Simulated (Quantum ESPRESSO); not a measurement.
**E(q) of MnSe from supercells**

This program has no spiral boundary conditions, so spirals of MnSe are built in supercells. What do they cost, in energy and in time?

Calculated with Quantum ESPRESSO 7.5; LDA; plane waves with GBRV 1.5 LDA potentials, no spin-orbit coupling, flat spiral in a supercell.

Report form: the programs' logs are mostly left out.

The database entry behind the starting cell is an old determination (1938), so it need not match the best structure at ambient conditions.

## (1) The starting structure

Symmetry: F-43m, No. 216, cubic system. The conventional cell has a = 5.820 Å, b = 5.820 Å, c = 5.820 Å, α = 90.00°, β = 90.00°, γ = 90.00°. Nearest to Mn lie 4 Se at 2.52 Å. Nearest to Se lie 4 Mn at 2.52 Å. Farther neighbours and most contacts between anions are not listed.

The cell comes from the Crystallography Open Database.

## (2) Parallel moments, one cell

pw.in reads:

```
&CONTROL
  calculation = 'scf'
  prefix = 'pwscf'
  outdir = './tmp'
  pseudo_dir = './pseudo'
  disk_io = 'nowf'
/
&SYSTEM
  ibrav = 0
  celldm(1) = 8
  nat = 2
  ntyp = 2
  ecutwfc = 40
  ecutrho = 280
  nbnd = 34
  occupations = 'smearing'
  smearing = 'fd'
  degauss = 0.00999582
  noncolin = .true.
  starting_magnetization(1) = 0.3
  angle1(1) = 90
  angle2(1) = 0
  starting_magnetization(2) = 0
/
&ELECTRONS
  conv_thr = 4d-09
  electron_maxstep = 150
  mixing_beta = 0.3
/
ATOMIC_SPECIES
Mn     54.9380 mn_lda_v1.5.uspp.F.UPF
Se     78.9710 se_lda_v1.uspp.F.UPF
CELL_PARAMETERS alat
   0.0000000000000    0.6873878778326    0.6873878778326
   0.6873878778326    0.0000000000000    0.6873878778326
   0.6873878778326    0.6873878778326    0.0000000000000
ATOMIC_POSITIONS crystal
Mn      0.0000000000    0.0000000000    0.0000000000
Se      0.2500000000    0.2500000000    0.2500000000
K_POINTS automatic
6 12 6 0 0 0
```

The run is started by

```console
> OMP_NUM_THREADS=1 mpirun -n 4 pw.x -nk 4 -in pw.in > pw.out
```

The job ended after 54 s (4 MPI ranks of Arm Neoverse V1, shared host; peak memory 0.6 GiB).

Spin moment in the atom's sphere by atom:

```
atom  x (μB)  y (μB)  z (μB)  size
 Mn1    4.05    0.00    0.00  4.05
 Se2    0.08    0.00    0.00  0.08
```

This step gave:

```
smearing term TS       : 0.07425 eV
magnetization          : 4.683, 0, 0 μB
absolute magnetization : 4.683 μB
final state            : ferromagnetic
```

## (3) One turn in 2 cells along the input cell's b

Neighbouring cells are turned by 180° in the xy plane; the cell holds 4 atoms.

pw.in reads:

```
&CONTROL
  calculation = 'scf'
  prefix = 'pwscf'
  outdir = './tmp'
  pseudo_dir = './pseudo'
  disk_io = 'nowf'
/
&SYSTEM
  ibrav = 0
  celldm(1) = 8
  nat = 4
  ntyp = 4
  ecutwfc = 40
  ecutrho = 280
  nbnd = 60
  occupations = 'smearing'
  smearing = 'fd'
  degauss = 0.00999582
  noncolin = .true.
  starting_magnetization(1) = 0.3
  angle1(1) = 90
  angle2(1) = 0
  starting_magnetization(2) = 0.3
  angle1(2) = 90
  angle2(2) = 180
  starting_magnetization(3) = 0
  starting_magnetization(4) = 0
/
&ELECTRONS
  conv_thr = 8d-09
  electron_maxstep = 150
  mixing_beta = 0.3
/
ATOMIC_SPECIES
Mn1    54.9380 mn_lda_v1.5.uspp.F.UPF
Mn2    54.9380 mn_lda_v1.5.uspp.F.UPF
Se1    78.9710 se_lda_v1.uspp.F.UPF
Se2    78.9710 se_lda_v1.uspp.F.UPF
CELL_PARAMETERS alat
   0.0000000000000    0.6873878778326    0.6873878778326
   1.3747757556652    0.0000000000000    1.3747757556652
   0.6873878778326    0.6873878778326    0.0000000000000
ATOMIC_POSITIONS crystal
Mn1     0.0000000000    0.0000000000    0.0000000000
Mn2     0.0000000000    0.5000000000    0.0000000000
Se1     0.2500000000    0.1250000000    0.2500000000
Se2     0.2500000000    0.6250000000    0.2500000000
K_POINTS automatic
6 6 6 0 0 0
```

Elapsed: 4.1 min, on 4 MPI ranks; peak memory 1.2 GiB.

Spin moment in the atom's sphere by atom:

```
atom  x (μB)  y (μB)  z (μB)  size
 Mn1    3.98    0.00    0.00  3.98
 Mn2   -3.98    0.00    0.00  3.98
 Se3    0.04    0.00    0.00  0.04
 Se4   -0.04    0.00    0.00  0.04
```

Numbers from this step:

| Quantity | Value |
| --- | --- |
| smearing term TS | 0.04560 eV |
| magnetization | 0, 0, 0 μB |
| absolute magnetization | 8.933 μB |
| final state | antiferromagnetic |

## (4) One turn in 3 cells along the input cell's b

Neighbouring cells are turned by 120° in the xy plane; the cell holds 6 atoms.

pw.in reads:

```
&CONTROL
  calculation = 'scf'
  prefix = 'pwscf'
  outdir = './tmp'
  pseudo_dir = './pseudo'
  disk_io = 'nowf'
/
&SYSTEM
  ibrav = 0
  celldm(1) = 8
  nat = 6
  ntyp = 6
  ecutwfc = 40
  ecutrho = 280
  nbnd = 84
  occupations = 'smearing'
  smearing = 'fd'
  degauss = 0.00999582
  noncolin = .true.
  starting_magnetization(1) = 0.3
  angle1(1) = 90
  angle2(1) = 0
  starting_magnetization(2) = 0.3
  angle1(2) = 90
  angle2(2) = 120
  starting_magnetization(3) = 0.3
  angle1(3) = 90
  angle2(3) = -120
  starting_magnetization(4) = 0
  starting_magnetization(5) = 0
  starting_magnetization(6) = 0
/
&ELECTRONS
  conv_thr = 1.2d-08
  electron_maxstep = 150
  mixing_beta = 0.3
/
ATOMIC_SPECIES
Mn1    54.9380 mn_lda_v1.5.uspp.F.UPF
Mn2    54.9380 mn_lda_v1.5.uspp.F.UPF
Mn3    54.9380 mn_lda_v1.5.uspp.F.UPF
Se1    78.9710 se_lda_v1.uspp.F.UPF
Se2    78.9710 se_lda_v1.uspp.F.UPF
Se3    78.9710 se_lda_v1.uspp.F.UPF
CELL_PARAMETERS alat
   0.0000000000000    0.6873878778326    0.6873878778326
   2.0621636334979    0.0000000000000    2.0621636334979
   0.6873878778326    0.6873878778326    0.0000000000000
ATOMIC_POSITIONS crystal
Mn1     0.0000000000    0.0000000000    0.0000000000
Mn2     0.0000000000    0.3333333333    0.0000000000
Mn3     0.0000000000    0.6666666667    0.0000000000
Se1     0.2500000000    0.0833333333    0.2500000000
Se2     0.2500000000    0.4166666667    0.2500000000
Se3     0.2500000000    0.7500000000    0.2500000000
K_POINTS automatic
6 4 6 0 0 0
```

Run time: 15 min. Hardware: 4 MPI ranks; peak memory 2.5 GiB; 59 min of CPU time.

Spin moment in the atom's sphere by atom:

```
atom  x (μB)  y (μB)  z (μB)  size
 Mn1    4.00    0.00    0.00  4.00
 Mn2   -2.00    3.47    0.00  4.00
 Mn3   -2.00   -3.47    0.00  4.00
 Se4    0.05    0.02    0.00  0.05
 Se5   -0.04    0.04    0.00  0.05
 Se6   -0.01   -0.05    0.00  0.05
```

Numbers from this step:

```yaml
smearing_term_ts: 0.09911 eV
magnetization: 0, 0, 0 μB
absolute_magnetization: 13.63 μB
final_state: non-collinear
```

Valence density in the bc plane at fractional x = 0.000, with atoms of Mn within 0.2 Å of it. It is the smooth field of the valence electrons, not physical close to the nuclei.

Ten steps, logarithmic in the rise over the least value, from '0' (0 e/Å³) to '9' (17 e/Å³), each cell a mean:
```
99510000127998310000148996210001259
77420000013676310000014775210000025
33310000001233210000001233210000001
12211000000112110000000112110000000
12221000000012211000000112211000000
12222100000012222100000122221100000
12333211000112332210000112332110000
12233321111112333221111112333211111
22223222234422223222244322233222344
74222222258863222222368852222222478
97311111259996211111269984111111389
```
Columns run along b (12.3 Å), rows up along c (4.1 Å). Atoms in or near the plane, at fractional coordinates: Mn at (0.00, 0.00), Mn at (0.33, 0.00), Mn at (0.67, 0.00).

## (5) One turn in 4 cells along the input cell's b

Neighbouring cells are turned by 90° in the xy plane; the cell holds 8 atoms.

pw.in reads:

```
&CONTROL
  calculation = 'scf'
  prefix = 'pwscf'
  outdir = './tmp'
  pseudo_dir = './pseudo'
  disk_io = 'nowf'
/
&SYSTEM
  ibrav = 0
  celldm(1) = 8
  nat = 8
  ntyp = 8
  ecutwfc = 40
  ecutrho = 280
  nbnd = 110
  occupations = 'smearing'
  smearing = 'fd'
  degauss = 0.00999582
  noncolin = .true.
  starting_magnetization(1) = 0.3
  angle1(1) = 90
  angle2(1) = 0
  starting_magnetization(2) = 0.3
  angle1(2) = 90
  angle2(2) = 90
  starting_magnetization(3) = 0.3
  angle1(3) = 90
  angle2(3) = 180
  starting_magnetization(4) = 0.3
  angle1(4) = 90
  angle2(4) = -90
  starting_magnetization(5) = 0
  starting_magnetization(6) = 0
  starting_magnetization(7) = 0
  starting_magnetization(8) = 0
/
&ELECTRONS
  conv_thr = 1.6d-08
  electron_maxstep = 150
  mixing_beta = 0.3
/
ATOMIC_SPECIES
Mn1    54.9380 mn_lda_v1.5.uspp.F.UPF
Mn2    54.9380 mn_lda_v1.5.uspp.F.UPF
Mn3    54.9380 mn_lda_v1.5.uspp.F.UPF
Mn4    54.9380 mn_lda_v1.5.uspp.F.UPF
Se1    78.9710 se_lda_v1.uspp.F.UPF
Se2    78.9710 se_lda_v1.uspp.F.UPF
Se3    78.9710 se_lda_v1.uspp.F.UPF
Se4    78.9710 se_lda_v1.uspp.F.UPF
CELL_PARAMETERS alat
   0.0000000000000    0.6873878778326    0.6873878778326
   2.7495515113305    0.0000000000000    2.7495515113305
   0.6873878778326    0.6873878778326    0.0000000000000
ATOMIC_POSITIONS crystal
Mn1     0.0000000000    0.0000000000    0.0000000000
Mn2     0.0000000000    0.2500000000    0.0000000000
Mn3     0.0000000000    0.5000000000    0.0000000000
Mn4     0.0000000000    0.7500000000    0.0000000000
Se1     0.2500000000    0.0625000000    0.2500000000
Se2     0.2500000000    0.3125000000    0.2500000000
Se3     0.2500000000    0.5625000000    0.2500000000
Se4     0.2500000000    0.8125000000    0.2500000000
K_POINTS automatic
6 3 6 0 0 0
```

Run time: 23 min. Hardware: 4 MPI ranks; peak memory 3.4 GiB.

Numbers from this step:

- smearing term TS: 0.1833 eV
- magnetization: 0, 0, 0 μB
- absolute magnetization: 18.42 μB
- final state: non-collinear
- largest moment: 4.024 μB

## (6) An input with a fault

One input was spoiled on purpose, to see how the program answers.

pw.in reads:

```
&CONTROL
  calculation = 'scf'
  prefix = 'pwscf'
  outdir = './tmp'
  pseudo_dir = './pseudo'
  disk_io = 'nowf'
/
&SYSTEM
  ibrav = 0
  nat = 2
  ntyp = 2
  encut = 500
  ecutwfc = 40
  ecutrho = 280
  nbnd = 19
  occupations = 'smearing'
  smearing = 'fd'
  degauss = 0.00999582
  nspin = 2
  starting_magnetization(1) = 0.3
  starting_magnetization(2) = 0
/
&ELECTRONS
  conv_thr = 4d-09
  electron_maxstep = 100
  mixing_beta = 0.3
/
ATOMIC_SPECIES
Mn     54.9380 mn_lda_v1.5.uspp.F.UPF
Se     78.9710 se_lda_v1.uspp.F.UPF
CELL_PARAMETERS angstrom
   0.0000000000    2.9100000000    2.9100000000
   2.9100000000    0.0000000000    2.9100000000
   2.9100000000    2.9100000000    0.0000000000
ATOMIC_POSITIONS crystal
Mn      0.0000000000    0.0000000000    0.0000000000
Se      0.2500000000    0.2500000000    0.2500000000
K_POINTS automatic
6 6 6 0 0 0
```

The job ended after 0.49 s (4 MPI ranks; peak memory 0.08 GiB).

The input was rejected at the start.

The program's message: “read_namelists (1): bad line in namelist &system: " encut = 500" (error could be in the previous line)”

The fault put into the input: a keyword of another program.

## (7) E(q)

Spirals:

```
q along the reciprocal vector  energy less that at q = 0 (meV a seeded atom)  largest site moment (μB)  typed angles kept  CPU time (s)
                            0                                              0                     4.047                yes         215.6
                         0.25                                         -87.55                     4.024                yes          5602
                       0.3333                                         -133.8                     4.002                yes          3550
                          0.5                                         -179.3                     3.977                yes         984.3
```

Table of energy less that at q = 0, self-consistent by path:

```
path (Å⁻¹)  energy less that at q = 0, self-consistent (meV a seeded atom)
     0.000                                                               0
     0.467                                                           -87.5
     0.623                                                            -134
     0.935                                                            -179
```

## (8) What came out

```json
{
 "lowest point": "q = 0.5 along b*, -179 meV a seeded atom",
 "highest point": "q = 0, 0 meV a seeded atom"
}
```

The state at q = 0.5 lies 179 meV a seeded atom under the parallel one, with neighbouring cells opposed. The moment changes by 1.7 % between the spirals. The cell of 4 repeats took 26 times the CPU time of the single cell, though its mesh is shorter in proportion. Here b and b* are vectors of the cell in the input, which need not be the conventional cell, and only this direction was probed. The mesh is coarse, so differences of some ten meV can be noise in a metal. Energies are free energies at an electronic temperature of 1580 K, which lowers moments and differences where the moments are itinerant.

[Logs and program files are shortened in this print: banners, set-up blocks, solver, clock and traceback lines can be left out without a mark of their own.]

[Logs are printed without paths, hosts, clocks, repeated set-up lines and the standing remarks that a program may print on its own settings, such as how far it seeks lower states.]

[Hosts, paths, dates, database ids (printed as entryN), source tags and the programs' standing remarks are cut or masked in the printed files.]

[Where a cell is said to come from a database of computed structures, the database is the Materials Project.]
